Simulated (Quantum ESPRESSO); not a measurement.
# LiF (Griceite): a worked LO-TO splitting

How high does the longitudinal optical mode of LiF (Griceite) lie, given the transverse one, the Born charge and ε∞?

Main program and level: Quantum ESPRESSO 7.5; DFT LDA, scalar-relativistic, plane waves, PseudoDojo norm-conserving pseudopotentials.

## (1) The relaxed structure

It takes space group Fm-3m (No. 225, cubic). Conventional cell: a = 3.905 Å, b = 3.905 Å, c = 3.905 Å, α = 90.00°, β = 90.00°, γ = 90.00°. Nearest to Li lie 6 F at 1.95 Å. Nearest to F lie 6 Li at 1.95 Å. Farther neighbours and most contacts between anions are not listed.

As a file:

```cif
data_structure
_symmetry_space_group_name_H-M 'P 1'
_symmetry_Int_Tables_number 1
_cell_length_a 2.7612
_cell_length_b 2.7612
_cell_length_c 2.7612
_cell_angle_alpha 60.000
_cell_angle_beta 60.000
_cell_angle_gamma 60.000
_cell_volume 14.89
loop_
_atom_site_label
_atom_site_type_symbol
_atom_site_fract_x
_atom_site_fract_y
_atom_site_fract_z
_atom_site_occupancy
Li1 Li 0.00000 0.00000 0.00000 1
F2 F 0.50000 0.50000 0.50000 1
```

This is the cell after its relaxation at this level of theory, not the database cell from which that began.

## (2) What the response run gave

A linear-response run on the relaxed cell, with the response to an electric field; only its zone-centre results are used. Cutoff 92 Ry, k mesh 12×12×12.

Output:

```text
[banners, grids, parts of the stress and lines that vanish by symmetry left out]
Program PHONON v.7.5
     Reading xml data from directory:

[...]
Exchange-correlation= PW
                           (   1   4   0   0   0   0   0)
[...]
(   8 q-points):
[...]
kinetic-energy cut-off    =      92.0000  Ry
     charge density cut-off    =     368.0000  Ry
     convergence threshold     =      1.0E-18
[...]
Exchange-correlation= PW
                           (   1   4   0   0   0   0   0)
[...]
q = (   0.0000000   0.0000000   0.0000000 )
     49 Sym.Ops. (with q -> -q+G )
     G cutoff =  253.7927  (  12039 G-vectors)     FFT grid: ( 32, 32, 32)
     number of k points=    72
[...]
Mode symmetry, O_h (m-3m)  point group:
[...]
Dielectric constant
[...]
End of electric fields calculation
          Dielectric constant in cartesian axis
          (       2.113800294      -0.000000000      -0.000000000 )
          (      -0.000000000       2.113800294      -0.000000000 )
          (      -0.000000000      -0.000000000       2.113800294 )
          Effective charges (d Force / dE) in cartesian axis without acoustic sum rule applied (asr)
           atom    1  Li    Mean Z*:        1.04181
      Ex  (        1.04181       -0.00000        0.00000 )
      Ey  (        0.00000        1.04181       -0.00000 )
      Ez  (       -0.00000       -0.00000        1.04181 )
           atom    2  F     Mean Z*:       -1.04178
      Ex  (       -1.04178        0.00000       -0.00000 )
      Ey  (        0.00000       -1.04178        0.00000 )
      Ez  (       -0.00000        0.00000       -1.04178 )
          Effective charges Sum: Mean:        0.00004
[...]
Effective charges (d Force / dE) in cartesian axis with asr applied:
           atom    1  Li    Mean Z*:        1.04179
[...]
atom    2  F     Mean Z*:       -1.04179
[...]
Representation #   1 modes #   1   2   3
[...]
End of self-consistent calculation
     Convergence has been achieved
     Representation #   2 modes #   4   5   6
[...]
End of self-consistent calculation
     Convergence has been achieved
[...]
Dielectric constant in cartesian axis
          (       2.113800294      -0.000000000      -0.000000000 )
          (      -0.000000000       2.113800294      -0.000000000 )
          (      -0.000000000      -0.000000000       2.113800294 )
          Effective charges (d Force / dE) in cartesian axis without acoustic sum rule applied (asr)
           atom    1  Li    Mean Z*:        1.04181
[...]
Mode symmetry, C_s (m)     point group:
[...]
q = (    0.530330086  -0.176776695   0.530330086 )
[...]
Mode symmetry, C_s (m)     point group:
     freq (   1-   1) =        241.6  [cm-1]   --> A''
     freq (   2-   2) =        289.3  [cm-1]   --> A'
     freq (   3-   3) =        352.5  [cm-1]   --> A''
     freq (   4-   4) =        361.2  [cm-1]   --> A'
     freq (   5-   5) =        382.9  [cm-1]   --> A'
     freq (   6-   6) =        531.3  [cm-1]   --> A'
[...]
Mode symmetry, C_2v (mm2)  point group:
[...]
q = (    0.353553391   0.000000000   0.353553391 )
[...]
Mode symmetry, C_2v (mm2)  point group:
     freq (   1-   1) =        227.8  [cm-1]   --> B_1  D_3  S_3
     freq (   2-   2) =        278.1  [cm-1]   --> B_2  D_4  S_4
     freq (   3-   3) =        322.8  [cm-1]   --> B_1  D_3  S_3
     freq (   4-   4) =        339.0  [cm-1]   --> A_1  D_1  S_1
     freq (   5-   5) =        392.5  [cm-1]   --> B_2  D_4  S_4
     freq (   6-   6) =        568.9  [cm-1]   --> A_1  D_1  S_1
[...]
Mode symmetry, D_4h(4/mmm) point group:
[...]
Convergence has been achieved
[...]
Convergence has been achieved
[...]
Convergence has been achieved
[...]
Convergence has been achieved
[...]
q = (    0.000000000  -0.707106781   0.000000000 )
[...]
freq (    5) =      11.387978 [THz] =     379.862056 [cm-1]
     freq (    6) =      14.537834 [THz] =     484.929955 [cm-1]
[...]
Mode symmetry, D_4h(4/mmm) point group:
     freq (   1-   2) =        253.0  [cm-1]   --> E_u  X_5' M_5'
     freq (   3-   3) =        376.7  [cm-1]   --> A_2u X_4' M_4'
     freq (   4-   5) =        379.9  [cm-1]   --> E_u  X_5' M_5'
     freq (   6-   6) =        484.9  [cm-1]   --> A_2u X_4' M_4'
[...]
Mode symmetry, D_2d (-42m) point group:
[...]
Representation #   1 mode #   1
[...]
Convergence has been achieved
     Representation #   2 mode #   2
[...]
Convergence has been achieved
     Representation #   3 modes #   3   4
[...]
End of self-consistent calculation
     Convergence has been achieved
     Representation #   4 modes #   5   6
[...]
End of self-consistent calculation
     Convergence has been achieved
[...]
q = (   -0.353553391  -0.707106781   0.000000000 )
[...]
freq (    1) =       8.708387 [THz] =     290.480529 [cm-1]
     freq (    2) =      10.010874 [THz] =     333.926812 [cm-1]
     freq (    3) =      10.010874 [THz] =     333.926812 [cm-1]
     freq (    4) =      11.971539 [THz] =     399.327570 [cm-1]
     freq (    5) =      12.844448 [THz] =     428.444680 [cm-1]
     freq (    6) =      12.844448 [THz] =     428.444680 [cm-1]
[...]
Mode symmetry, D_2d (-42m) point group:
     freq (   1-   1) =        290.5  [cm-1]   --> A_1  X_1  W_1
     freq (   2-   3) =        333.9  [cm-1]   --> E    X_5  W_3
     freq (   4-   4) =        399.3  [cm-1]   --> B_2  X_3  W_2
     freq (   5-   6) =        428.4  [cm-1]   --> E    X_5  W_3

   JOB DONE.
```

```csv
quantity,value
cell volume Ω (Å³),14.886
mass of Li (u),6.940
mass of F (u),18.998
"Born charge of Li, raw (e)",1.042
"Born charge of F, raw (e)",-1.042
ε∞,2.114
ω(TO) after the sum rule (cm⁻¹),342.9
```

## (3) The calculation

The charges must sum to zero over the cell; taking off their mean, 0.000 e, leaves Z* = 1.042 e on Li. In the polar mode Li moves against F, so the reduced mass is μ = 6.94 × 19.00 / 25.94 = 5.083 u.

A longitudinal wave builds up a field that adds to the restoring force: ω(LO)² = ω(TO)² + 4π Z*² / (μ Ω ε∞), in Hartree atomic units. With μ = 9266 electron masses and Ω = 100.45 bohr³ the second term is 6.9319e-06 Ha², or 333902 cm⁻² (1 Ha = 219474.6 cm⁻¹).

So ω(LO) = √(117567 + 333902) = 671.9 cm⁻¹, and by the Lyddane-Sachs-Teller relation ε₀ = ε∞ (ω(LO)/ω(TO))² = 8.12.

## (4) Check against the program

The analysis program adds the same non-analytic term to the full matrix, here for q along (1 0 0).

Output:

```text
[banner, memory and clock lines left out]
Program DYNMAT v.7.5

     Reading Dynamical Matrix from file x.dyn1
     ...Force constants read
     ...epsilon and Z* read

     Polarizability (A^3 units)
     multiply by 0.729253 for Clausius-Mossotti correction
         1.319387   -0.000000   -0.000000
        -0.000000    1.319387   -0.000000
        -0.000000   -0.000000    1.319387

     IR activities are in (D/A)^2/amu units

# mode   [cm-1]    [THz]      IR
    1     -0.00   -0.0000    0.0000
    2     -0.00   -0.0000    0.0000
    3     -0.00   -0.0000    0.0000
    4    342.88   10.2791    4.9261
    5    342.88   10.2791    4.9261
    6    671.91   20.1433    4.9261
```

ε₀ comes from the program's run without a direction of q.

```csv
quantity,by hand,program
ω(LO) (cm⁻¹),671.9,671.9
ε₀,8.12,8.12
```

## (5) What came out

| Quantity | Value |
| --- | --- |
| TO mode | 342.9 cm⁻¹ |
| LO mode | 671.9 cm⁻¹ |
| static dielectric constant | 8.117 |

The LO mode of LiF (Griceite) lies at 672 cm⁻¹, 329 cm⁻¹ above the TO mode; the formula meets the program within 0.1 cm⁻¹, as it must for a cubic crystal with one polar mode. ω(LO)² − ω(TO)² goes with Z*²/ε∞: an error of 5 % in ε∞ would move the LO mode by 11.9 cm⁻¹, and semilocal functionals tend to overestimate ε∞. These are harmonic values at zero temperature, at the volume of this functional, for the structure held cubic; stability elsewhere in the zone is no part of this calculation.

[Host names and launcher messages were left out of these logs when they were recorded.]

[Logs are printed without paths, hosts, clocks, repeated set-up lines and the standing remarks that a program may print on its own settings, such as how far it seeks lower states.]

[Hosts, paths, dates, database ids (printed as entryN), source tags and the programs' standing remarks are cut or masked in the printed files.]
